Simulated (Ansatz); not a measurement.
# What BeCd (built on the sites of a database entry of BaZn) distorts into, part 2 of 2

Aim: this structure of BeCd (built on the sites of a database entry of BaZn) is to be tested for unstable modes, and one is followed downhill.

Ansatz 0.2.0; DFT PBEsol, scalar-relativistic, plane waves, PseudoDojo norm-conserving pseudopotentials.

So far, highest frequency on the path or at a solved wavevector (cm⁻¹): step 2 (response at finite wavevector) 351. Also lowest frequency on the path (cm⁻¹): step 2 -137.

The structure was built from a prototype and need not be the compound's stable phase.

### Step 6. Relaxation from the frozen mode

Starting from the lowest point found, all atoms and the cell are let go, so that strain and other modes of the same symmetry can join in.

The input, input.yaml:

```yaml
crystal:
  lattice:
    - [-3.060635456, 0.0, 0.0]
    - [0.0, -3.060635456, -3.060635456]
    - [0.0, -3.060635456, 3.060635456]
  atoms:
    - { symbol: Be, position: [1.0, 0.4477232744, 0.5522767256] }
    - { symbol: Be, position: [1.0, 0.0522767256, -0.0522767256] }
    - { symbol: Cd, position: [0.5, -0.0183773141, 0.4816226859] }
    - { symbol: Cd, position: [0.5, 0.5183773141, 0.0183773141] }
kpoints:
  mp_grid: { grid: [14, 10, 10] }
hamiltonian:
  xc: pbesol
  pseudopotentials: { kind: nc, accuracy: standard }
scf:
  occupations: { method: methfessel_paxton, width: 0.2 }
output:
  forces: true
  stress: true
  eigenvalues: true
relax:
  adjacent_minimum: "off"
  f_tol: 0.002
  max_steps: 120
  cell: { stress_tol: 0.03 }
```

Run with:

```
ansatz run input.yaml --threads 4 --pin off --max-ram 7168MiB --backend cpu --events-out ev --progress --plain --runs-dir out
```

Numbers of over 12 decimals in the logs are rounded to 6 here.

What it wrote:

```text
[...]
Crystal: 4 atoms, lattice volume = 57.341 Å³
Basis set: ecut = 1387.780699 eV, 6755 PW (Γ), exchange–correlation on 80×108×108 points (8 copies of the dense FFT grid, shifted against one another)
Bands: 29, of which v1, the nominal top of the filled ones, is band 24 counted from 1 (23 counted from 0)
Symmetry: 8 space group operations
[...]
k-points: 248 of 1400
[...]
SCF iter   1: F=—  HF=-10290.037030 eV  |F-HF|=—  |Δ(HF+E_count)|=         —  Δρ=5.94e-2  dr2=3.12e0  ethr=3.10e-3  ⟨swp⟩=6.6  Hψ=32631  notcnv=0
[...]
SCF iter   8: F=-10289.030673 eV  HF=-10289.030673 eV  |F-HF|=5.94e-9  |Δ(HF+E_count)|=   1.78e-7  S|Δr|=    0.00e0  Δρ=6.81e-6  dr2=2.05e-8  ethr=2.08e-10  ⟨swp⟩=10.5  Hψ=42389  notcnv=0
SCF 1 converged in 8 iterations: F = -10289.030673 eV  dr2 = 2.05e-8
relax step   1: F+E_penalty+E_count = -10289.03067271 eV  Δ(F+E_penalty+E_count) = +0.000e0 eV  max|allowed force component| = 5.591e-1 eV/Å  Δτ_max = 0.0000 Å  P = +0.984 GPa  Ω = 57.341 Å³  (8 SCF iters, dr2 threshold 1.00e-7 eV, accepted)
Crystal: 4 atoms, lattice volume = 56.965 Å³
Basis set: ecut = 1387.780699 eV, 6649 PW (Γ), exchange–correlation on 80×108×108 points (8 copies of the dense FFT grid, shifted against one another)
[...]
SCF iter   6: F=-10289.201122 eV  HF=-10289.201122 eV  |F-HF|=5.64e-8  |Δ(HF+E_count)|=   5.79e-7  S|Δr|=    0.00e0  Δρ=1.95e-5  dr2=1.33e-7  ethr=8.33e-10  ⟨swp⟩=8.0  Hψ=41023  notcnv=0
SCF 2 converged in 6 iterations: F = -10289.201122 eV  dr2 = 1.33e-7
relax step   2: F+E_penalty+E_count = -10289.20112157 eV  Δ(F+E_penalty+E_count) = -1.704e-1 eV  max|allowed force component| = 2.818e-1 eV/Å  Δτ_max = 0.0946 Å  P = +0.798 GPa  Ω = 56.965 Å³  energy of the carried Pulay correction = +1.728e-4 eV  (6 SCF iters, dr2 threshold 4.00e-7 eV, accepted)
Crystal: 4 atoms, lattice volume = 57.126 Å³
Basis set: ecut = 1387.780699 eV, 6699 PW (Γ), exchange–correlation on 80×108×108 points (8 copies of the dense FFT grid, shifted against one another)
[...]
SCF iter   6: F=-10289.250610 eV  HF=-10289.250610 eV  |F-HF|=1.68e-7  |Δ(HF+E_count)|=   1.60e-7  S|Δr|=    0.00e0  Δρ=2.66e-5  dr2=2.12e-7  ethr=8.33e-10  ⟨swp⟩=8.4  Hψ=39998  notcnv=0
SCF 3 converged in 6 iterations: F = -10289.250610 eV  dr2 = 2.12e-7
relax step   3: F+E_penalty+E_count = -10289.25061013 eV  Δ(F+E_penalty+E_count) = -4.949e-2 eV  max|allowed force component| = 1.421e-1 eV/Å  Δτ_max = 0.0552 Å  P = +0.325 GPa  Ω = 57.126 Å³  energy of the carried Pulay correction = +9.853e-5 eV  (6 SCF iters, dr2 threshold 4.00e-7 eV, accepted)
[... from here on, the SCF cycles and remarks between the steps are left out ...]
relax step   4: F+E_penalty+E_count = -10289.26993014 eV  Δ(F+E_penalty+E_count) = -1.932e-2 eV  max|allowed force component| = 4.724e-2 eV/Å  Δτ_max = 0.0221 Å  P = -0.388 GPa  Ω = 57.769 Å³  energy of the carried Pulay correction = -1.952e-4 eV  (5 SCF iters, dr2 threshold 4.00e-7 eV, accepted)
relax step   5: F+E_penalty+E_count = -10289.27067740 eV  Δ(F+E_penalty+E_count) = -7.473e-4 eV  max|allowed force component| = 1.692e-2 eV/Å  Δτ_max = 0.0079 Å  P = -0.064 GPa  Ω = 57.531 Å³  energy of the carried Pulay correction = -8.690e-5 eV  (4 SCF iters, dr2 threshold 4.00e-7 eV, accepted)
relax step   6: F+E_penalty+E_count = -10289.27075148 eV  Δ(F+E_penalty+E_count) = -7.409e-5 eV  max|allowed force component| = 1.295e-3 eV/Å  Δτ_max = 0.0021 Å  P = +0.022 GPa  Ω = 57.489 Å³  energy of the carried Pulay correction = -6.752e-5 eV  (4 SCF iters, dr2 threshold 3.51e-8 eV, accepted)
relax step   7: F+E_penalty+E_count = -10289.27074815 eV  Δ(F+E_penalty+E_count) = +3.337e-6 eV  max|allowed force component| = 4.853e-4 eV/Å  Δτ_max = 0.0003 Å  P = -0.004 GPa  Ω = 57.500 Å³  energy of the carried Pulay correction = -7.295e-5 eV  (4 SCF iters, dr2 threshold 5.55e-9 eV, accepted)
relax step   8: F+E_penalty+E_count = -10289.27755562 eV  Δ(F+E_penalty+E_count) = -6.807e-3 eV  max|allowed force component| = 5.071e-4 eV/Å  Δτ_max = 0.0000 Å  P = +0.263 GPa  Ω = 57.500 Å³  stress off target by 6.62e-1 GPa  SCF on the basis re-selected at this cell (its energy is not comparable with the rows above)  (5 SCF iters)
relax step   9: F+E_penalty+E_count = -10289.27796098 eV  Δ(F+E_penalty+E_count) = -4.054e-4 eV  max|allowed force component| = 3.732e-3 eV/Å  Δτ_max = 0.0019 Å  P = +0.037 GPa  Ω = 57.655 Å³  energy of the carried Pulay correction = -7.179e-5 eV  (4 SCF iters, dr2 threshold 4.00e-7 eV, accepted)
relax step  10: F+E_penalty+E_count = -10289.27795722 eV  Δ(F+E_penalty+E_count) = +3.762e-6 eV  max|allowed force component| = 6.995e-4 eV/Å  Δτ_max = 0.0003 Å  P = +0.002 GPa  Ω = 57.676 Å³  energy of the carried Pulay correction = -8.203e-5 eV  (4 SCF iters, dr2 threshold 8.58e-9 eV, accepted)
[...]
SCF iter   5: F=-10289.278046 eV  HF=-10289.278046 eV  |F-HF|=9.09e-12  |Δ(HF+E_count)|=  1.09e-11  S|Δr|=    0.00e0  Δρ=1.10e-7  dr2=3.57e-12  ethr=1.00e-12  ⟨swp⟩=8.1  Hψ=42967  notcnv=0
SCF 11 converged in 5 iterations: F = -10289.278046 eV  dr2 = 3.57e-12
relax step  11: F+E_penalty+E_count = -10289.27804597 eV  Δ(F+E_penalty+E_count) = -8.875e-5 eV  max|allowed force component| = 6.888e-4 eV/Å  Δτ_max = 0.0000 Å  P = +0.004 GPa  Ω = 57.676 Å³  stress off target by 9.85e-3 GPa  SCF on the basis re-selected at this cell (its energy is not comparable with the rows above)  (5 SCF iters)
[...]
SCF converged after 5 iterations
[...]
Free energy (F): -10289.278046 eV
[...]
Internal energy: -10289.279494 eV  (E = F + TS)
E sigma→0 (E₀):  -10289.278408 eV
Entropy (-TS):   0.001448 eV (0.362 meV/atom)
Fermi energy:    13.987614 eV
[...]
--- Forces (eV/Å), atoms counted from 1 ---
  atom   1  Be     0.00000000     0.00000000    -0.00002169
  atom   2  Be     0.00000000     0.00000000     0.00002169
  atom   3  Cd     0.00000000     0.00068879     0.00000000
  atom   4  Cd     0.00000000    -0.00068879     0.00000000
  max |Σ_I F_I| component: 1.08e-19 eV/Å
--- Stress (GPa, compression-positive) ---
        0.002219       0.000000       0.000000
        0.000000       0.009848       0.000000
        0.000000       0.000000      -0.000213
  P = ⅓ Tr σ = 0.0040 GPa (0.040 kbar)
--- Band table (eV; the first three rows and the last of 248) ---
  k-point 0: bands = [... 20 lower, 5.1178, 9.9800, 10.7950, 11.7310, 13.3305, 16.2088, 18.3243, 19.2992, ... 1 higher]
  k-point 1: bands = [... 20 lower, 5.0927, 9.5706, 10.5254, 12.2553, 13.6562, 15.9841, 17.8757, 19.3787, ... 1 higher]
  k-point 2: bands = [... 20 lower, 5.0689, 8.5457, 10.6895, 12.5746, 14.5386, 15.6014, 17.1523, 19.6080, ... 1 higher]
  k-point 247: bands = [... 20 lower, 10.6900, 11.0001, 11.0876, 11.4786, 13.6595, 14.1674, 14.3104, 15.0400, ... 1 higher]
--- Relaxed structure (9 steps of the walk, 9 accepted, 2 SCFs on fresh bases) ---
  F+E_penalty+E_count = -10289.27804597 eV   max|allowed force component| = 6.888e-4 eV/Å   (the final SCF, on the basis selected at the relaxed cell)
  cell:  # Å, volume = 57.6762 Å³
    - [-2.819287, 0.0, 0.0]
    - [0.0, -3.310219, -3.090086]
    - [0.0, -3.310219, 3.090086]
  atoms:
    - { symbol: Be, position: [1.0, 0.434764, 0.565236] }
    - { symbol: Be, position: [1.0, 0.065236, -0.065236] }
    - { symbol: Cd, position: [0.5, -0.037670, 0.462330] }
    - { symbol: Cd, position: [0.5, 0.537670, 0.037670] }
```

The job ended after 8.3 min (4 threads of Arm Neoverse N1, shared host; peak memory 1.6 GiB).

Relaxation path:

| step | energy less that of the first step (eV) | largest force component (eV/Å) | pressure (GPa) | volume (Å³) |
| --- | --- | --- | --- | --- |
| 1 | 0.0000 | 0.5591 | 0.98 | 57.34 |
| 2 | -0.1704 | 0.2818 | 0.80 | 56.96 |
| 3 | -0.2199 | 0.1421 | 0.33 | 57.13 |
| 4 | -0.2393 | 0.0472 | -0.39 | 57.77 |
| 5 | -0.2400 | 0.0169 | -0.06 | 57.53 |
| 6 | -0.2401 | 0.0013 | 0.02 | 57.49 |
| 7 | -0.2401 | 0.0005 | 0.00 | 57.50 |
| 8* | -0.2469 | 0.0005 | 0.26 | 57.50 |
| 9 | -0.2473 | 0.0037 | 0.04 | 57.65 |
| 10 | -0.2473 | 0.0007 | 0.00 | 57.68 |
| 11* | -0.2474 | 0.0007 | 0.00 | 57.68 |

Relaxation steps marked * repeat the geometry before them on a plane-wave basis chosen anew for their cell, so energy and pressure can jump there.

Forces are held to the 8 operations that the run works with; a distortion that breaks them can't arise in this run.

| conventional cell, symmetrised | before | after | change |
| --- | --- | --- | --- |
| a (Å) | 6.121 | 6.180 | +1.0 % |
| b (Å) | 6.121 | 6.620 | +8.2 % |
| c (Å) | 3.061 | 2.819 | -7.9 % |
| volume (Å³/atom) | 14.34 | 14.42 | +0.6 % |

The atoms that moved most (Å, as changes of fractional coordinates times the final cell):

| atom | dx | dy | dz | length |
| --- | --- | --- | --- | --- |
| Cd3 | 0.000 | 0.128 | 0.000 | 0.128 |
| Cd4 | 0.000 | -0.128 | 0.000 | 0.128 |
| Be2 | 0.000 | 0.000 | -0.080 | 0.080 |
| Be1 | 0.000 | 0.000 | 0.080 | 0.080 |

Final coordinates:

```xyz
4
Lattice="-2.8193 0.0000 0.0000 0.0000 -3.3102 -3.0901 0.0000 -3.3102 3.0901" Properties=species:S:1:pos:R:3 pbc="T T T"
Be   -2.8193   -3.3102    0.4032
Be   -2.8193    0.0000   -0.4032
Cd   -1.4096   -1.4057    1.5450
Cd   -1.4096   -1.9045   -1.5450
```

This step gave:

* pressure: 0.003951 GPa
* volume per atom: 14.42 Å³

The distorted start has space group Cmmm; the relaxation ends in Cmmm.

### Step 7. The new phase in its own primitive cell

The relaxed structure is symmetrised, reduced to its primitive cell and relaxed tightly, as its phonons need.

input.yaml, the sections that differ from step 6:

```yaml
crystal:
  lattice:
    - [3.0900858932, -3.3102190327, 0.0]
    - [3.0900858932, 3.3102190327, 0.0]
    - [0.0, 0.0, 2.8192866367]
  atoms:
    - { symbol: Be, position: [0.1847636479, 0.1847636479, 0.0] }
    - { symbol: Be, position: [0.8152363521, 0.8152363521, 0.0] }
    - { symbol: Cd, position: [0.2876697372, 0.7123302628, 0.5] }
    - { symbol: Cd, position: [0.7123302628, 0.2876697372, 0.5] }
kpoints:
  mp_grid: { grid: [10, 10, 14] }
relax:
  adjacent_minimum: "off"
  f_tol: 0.001
  max_steps: 60
  cell: { stress_tol: 0.01 }
# hamiltonian, scf, output: as in step 6
```

What it wrote:

```text
[...]
Crystal: 4 atoms, lattice volume = 57.676 Å³
Basis set: ecut = 1387.780699 eV, 6775 PW (Γ), exchange–correlation on 120×120×72 points (8 copies of the dense FFT grid, shifted against one another)
Bands: 29, of which v1, the nominal top of the filled ones, is band 24 counted from 1 (23 counted from 0)
Symmetry: 8 space group operations
[...]
k-points: 248 of 1400
[...]
--- Relaxed structure (1 steps of the walk, 1 accepted, 1 SCFs on fresh bases) ---
[...]
cell:  # Å, volume = 57.6762 Å³
    - [3.0900858932, -3.3102190327, 0.0]
    - [3.0900858932, 3.3102190327, 0.0]
    - [0.0, 0.0, 2.8192866367]
  atoms:
    - { symbol: Be, position: [0.184764, 0.184764, 0.0] }
    - { symbol: Be, position: [0.815236, 0.815236, 0.0] }
    - { symbol: Cd, position: [0.2876697372, 0.7123302628, 0.5] }
    - { symbol: Cd, position: [0.7123302628, 0.2876697372, 0.5] }
[key lines of the parts left out:]
SCF converged after 6 iterations
Free energy (F): -10289.278046 eV
Fermi energy:    13.987614 eV
P = ⅓ Tr σ = 0.0039 GPa (0.039 kbar)
```

The job ended after 1.8 min (4 threads; peak memory 1.6 GiB).

Little changed from the start: no atom moved by 0.005 Å and no cell edge by 0.1 %.

Numbers from this step:

```
pressure : 0.003950 GPa
```

The largest force component left is 0.69 meV/Å and the pressure is 0.004 GPa, within the tolerances set. The cell now holds 14.42 Å³/atom.

### Step 8. Modes of the new phase, k-mesh 10×10×14

A relaxed structure may still be a saddle point, so its zone-centre modes are computed. No field response is asked, since the mesh shows no gap.

input.yaml, as its differences from that of step 7:

```diff
@@ -18,9 +18,4 @@
 output:
-  forces: true
-  stress: true
   eigenvalues: true
-relax:
-  adjacent_minimum: "off"
-  f_tol: 0.001
-  max_steps: 60
-  cell: { stress_tol: 0.01 }
+phonons:
+  method: dfpt
```

What it wrote:

```text
zone centre: on kpoints.mp_grid the ground state, and the responses unless they are solved on pairs of k-points, stand on 416 of the mesh's 1400 k-points, reduced under 2 symmetry operations, with k and −k counted as one. Each operation leaves every solved displacement unchanged or reverses it
Engine: ansatz 0.2.0, aarch64-unknown-linux-gnu
Pseudopotentials: kind: nc
Pseudopotential: Be, nc, valence charge 4, recommended cutoff 1197.300995 eV (normal), Be.nc.azcp (PseudoDojo's, or run here from an input of PseudoDojo's; its table is named by hamiltonian.pseudopotentials.accuracy)
Pseudopotential: Cd, nc, valence charge 20, recommended cutoff 1387.780699 eV (normal), Cd.nc.azcp (PseudoDojo's, or run here from an input of PseudoDojo's; its table is named by hamiltonian.pseudopotentials.accuracy)
Functional definition: PBEsol
  exchange = pbesol_x
  correlation = pbesol_c
Crystal: 4 atoms, lattice volume = 57.676 Å³
Basis set: ecut = 1387.780699 eV, 6775 PW (Γ), exchange–correlation on 120×120×72 points (8 copies of the dense FFT grid, shifted against one another)
Bands: 29, of which v1, the nominal top of the filled ones, is band 24 counted from 1 (23 counted from 0)
Symmetry: 8 space group operations
k-points: 416 of 1400 (irreducible under 2 space group operations, time reversal used)
Non-local potential: Be, projectors of the file, l = 0: 2, l = 1: 2
Non-local potential: Cd, projectors of the file, l = 0: 2, l = 1: 2, l = 2: 2
Initial density: superposition of atomic densities (chi_scale 0.1, normalization cell, long waves kept (reshape's long-wave potential 0.00 eV rms))
Initial wavefunctions: pseudopotential atomic-orbital guess
Functional: x = pbesol(κ = 0.804, μ = 0.123457), c = pbesol(β = 0.046)
SCF iter   1: F=—  HF=-10290.418188 eV  |F-HF|=—  |Δ(HF+E_count)|=         —  Δρ=5.94e-2  dr2=3.65e0  ethr=3.10e-3  ⟨swp⟩=6.4  Hψ=54069  notcnv=0
preconditioner: auto → Kerker (q_TF=auto, 2.646 Å⁻¹)  [metal: Δε(μ)=0.035 eV  Ē_g=10.319 eV  σ=0.200 eV  W_gap=0.15  n_scr=18 (ndim 8)  ℏωp=25.9 eV  f_vac=0.000  D(μ)=0.37/eV (n_scr^D=0)]
SCF iter   2: F=—  HF=-10289.601362 eV  |F-HF|=—  |Δ(HF+E_count)|=   8.17e-1  S|Δr|=    0.00e0  Δρ=2.95e-2  dr2=9.83e-1  ethr=3.10e-3  ⟨swp⟩=2.1  Hψ=22327  notcnv=0  defer=212
SCF iter   3: F=—  HF=-10289.310034 eV  |F-HF|=—  |Δ(HF+E_count)|=   2.91e-1  S|Δr|=    0.00e0  Δρ=9.25e-3  dr2=1.08e-1  ethr=2.05e-3  ⟨swp⟩=2.1  Hψ=17153  notcnv=0  defer=212
SCF iter   4: F=—  HF=-10289.279039 eV  |F-HF|=—  |Δ(HF+E_count)|=   3.10e-2  S|Δr|=    0.00e0  Δρ=2.43e-3  dr2=2.39e-3  ethr=2.24e-4  ⟨swp⟩=2.2  Hψ=19486  notcnv=0  defer=212
SCF iter   5: F=—  HF=-10289.278181 eV  |F-HF|=—  |Δ(HF+E_count)|=   8.58e-4  S|Δr|=    0.00e0  Δρ=8.42e-4  dr2=2.09e-4  ethr=4.98e-6  ⟨swp⟩=2.0  Hψ=23425  notcnv=0  defer=204
SCF iter   6: F=—  HF=-10289.278134 eV  |F-HF|=—  |Δ(HF+E_count)|=   4.72e-5  S|Δr|=    0.00e0  Δρ=1.74e-4  dr2=1.29e-5  ethr=4.35e-7  ⟨swp⟩=2.6  Hψ=21498  notcnv=0  defer=204
SCF iter   7: F=—  HF=-10289.278118 eV  |F-HF|=—  |Δ(HF+E_count)|=   1.56e-5  S|Δr|=    0.00e0  Δρ=3.54e-5  dr2=4.04e-7  ethr=2.68e-8  ⟨swp⟩=2.4  Hψ=20152  notcnv=0  defer=204
SCF iter   8: F=—  HF=-10289.278046 eV  |F-HF|=—  |Δ(HF+E_count)|=   7.23e-5  S|Δr|=    0.00e0  Δρ=6.74e-6  dr2=2.29e-8  ethr=8.42e-10  ⟨swp⟩=2.0  Hψ=21797  notcnv=0  defer=204
SCF iter   9: F=—  HF=-10289.278046 eV  |F-HF|=—  |Δ(HF+E_count)|=   1.48e-9  S|Δr|=    0.00e0  Δρ=2.66e-6  dr2=2.13e-9  ethr=4.76e-11  ⟨swp⟩=2.1  Hψ=20063  notcnv=0  defer=204
SCF iter  10: F=—  HF=-10289.278046 eV  |F-HF|=—  |Δ(HF+E_count)|=  5.77e-10  S|Δr|=    0.00e0  Δρ=3.67e-7  dr2=4.55e-11  ethr=4.44e-12  ⟨swp⟩=2.0  Hψ=21291  notcnv=0  defer=204
SCF iter  11: F=-10289.278046 eV  HF=-10289.278046 eV  |F-HF|=1.82e-12  |Δ(HF+E_count)|=  9.09e-12  S|Δr|=    0.00e0  Δρ=6.99e-8  dr2=1.80e-12  ethr=1.00e-12  ⟨swp⟩=11.2  Hψ=85211  notcnv=0
SCF 1 converged in 11 iterations: F = -10289.278046 eV  dr2 = 1.80e-12
DFPT response loops at Γ: preconditioner auto → Kerker (q_TF=auto, 2.646 Å⁻¹) (partly filled bands, converged f_vac=0.000); β = 1.00, the filter's whole step (`scf.mixing.beta` (0.50) is not read by the response loops under this deck's `scf.mixing.preconditioner`; to damp them name `kerker` or `kerker_dos`, under which they read `scf.mixing.beta`, and type it under 1.00, their step now; both keys bind the ground state too); Broyden in place of MSR1
the run's response loops start from zero, take more passes and end by a threshold: the memory limit or budget leaves too little room for the subspace of the ground state's own states beside the solves, or none could be made (phonons.method)
```

The job ended after 19 min (4 threads; peak memory 6.7 GiB).

The run was cut off at the time limit after its SCF cycle had converged; no result of it is taken.

The program's message: “Warning: RAYON_NUM_THREADS=4 ignor”

### Step 9. Summary of results

| Quantity | Value |
| --- | --- |
| unstable mode of the parent | q = (0, -0.5, -0.5), 137i cm⁻¹ |
| depth at the lowest point sampled | 16.8 meV/atom |
| largest atomic shift at that point | 0.32 Å |
| space group reached (within 0.01 Å) | Cmmm |
| energy gained over the parent (first relaxation, on the mesh of the frozen mode) | 78.7 meV/atom |
| volume per atom, phase reached | 14.4 Å³ |

**Reading.** Along this mode the structure falls into Cmmm, 78.7 meV/atom below the parent. At the parent's cell the well is 16.77 meV/atom deep on the steps tried, with its lowest point at a shift of 0.32 Å. Relaxing atoms and cell changes the gain by +61.91 meV/atom against the lowest step (energies at zero smearing). Most of the total comes from this relaxation. The modes of the phase reached were not computed on this path. Of the 2 patterns followed to their end from this parent, this one ends 14.4 meV/atom above the lowest, Pmma. Each path keeps the symmetry of its pattern, so a lower phase may lie along a pattern not tried. The q mesh stands for a supercell only 6.1 Å across, so branches between the solved wavevectors are rough. With no gap, or one that is small against the smearing, the frequencies hang on the k mesh and the smearing, most of all near Kohn anomalies. The starting cell was built on a prototype and not taken from a measurement, so the phase need not exist.

[Logs are printed without paths, hosts, clocks, repeated set-up lines and the standing remarks that a program may print on its own settings, such as how far it seeks lower states.]

[Hosts, paths, dates, database ids (printed as entryN), source tags and the programs' standing remarks are cut or masked in the printed files.]
